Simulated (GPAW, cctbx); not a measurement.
## By hand: from a DFT structure factor to an extinction distance in TePb4Se3

TePb4Se3, Pm-3m (no. 221), a = 6.2910 Å, b = 6.2910 Å, c = 6.2910 Å, α = 90.00°, β = 90.00°, γ = 90.00°.

```
atom  mult.    x    y    z
 Pb1      3  1/2    0    0
 Pb2      1  1/2  1/2  1/2
 Te1      1    0    0    0
 Se1      3    0  1/2  1/2
```

The cell is our own: ordered rocksalt alloy in the eight-atom cube, 1 of 4 Se sites given to Te.

A DFT run (GPAW, PBE, 600 eV, 4×4×4 k-points, Fermi–Dirac width 0.02 eV) gives the static X-ray structure factor of 111 as 162.632 e for the conventional cell; superposed free atoms give 163.399 e. **Problem.** Find the Fourier component V of the crystal potential and the two-beam extinction distance at 120 kV in both cases.

### 1. Geometry

The cell volume is Ω = 248.97 Å³ and d(111) = 3.6321 Å, so g = 1/d = 0.2753 Å⁻¹.

### 2. The nuclei

Electrons feel nuclei as well as electrons, so the nuclear charges are summed with the same phases.

Phase sums Σ exp(2πi h·x), turned so that the total is real and positive: Pb +4.000, Te -1.000, Se -3.000. Then F_Z = 82 × (+4.000) + 52 × (-1.000) + 34 × (-3.000) = 174.00 e. The electron term has the same sign for this reflection.

### 3. Mott–Bethe

Poisson's equation, term by term, gives V = (e/4πε₀)(F_Z − F)/(πΩg²), with e/4πε₀ = 14.3996 V Å.

The prefactor is 14.3996 × 3.6321²/(π × 248.97) = 0.24287 V per electron. Free atoms: (174.00 − 163.399) × 0.24287 = 2.575 V. Crystal: (174.00 − 162.632) × 0.24287 = 2.761 V. F changes by -0.47 % and V by +7.2 %: the same 0.77 e is measured against F_Z − F = 10.6 e in place of F = 163.4 e.

### 4. Extinction distance

In the two-beam case ξ = 1/(λU) with U = 2γm₀eV/h², that is ξ = 150.41 V Å²/(γλV).

At 120 kV, λ = 0.03349 Å and γ = 1.2348. Free atoms: ξ = 1413 Å. Crystal: ξ = 1317 Å. The thickness fringes go as sin²(πt/ξ), so the two patterns slip by a quarter of a period when t|1/ξ₁ − 1/ξ₀| = 1/4, at t ≈ 488 nm. Thermal motion, absorption and many-beam coupling, left out here, change a real pattern.

### 5. Answer

V(111) is 2.76 V against 2.57 V, and ξ is 1317 against 1413 Å. Limits: static atoms, two beams.

[Outputs are excerpts: Python notices, other lines and further rows are left out; steps that failed or that the build refused (PBEsol, TPSS) are not shown.]

[Logs are printed without paths, hosts, clocks, repeated set-up lines and the standing remarks that a program may print on its own settings, such as how far it seeks lower states.]
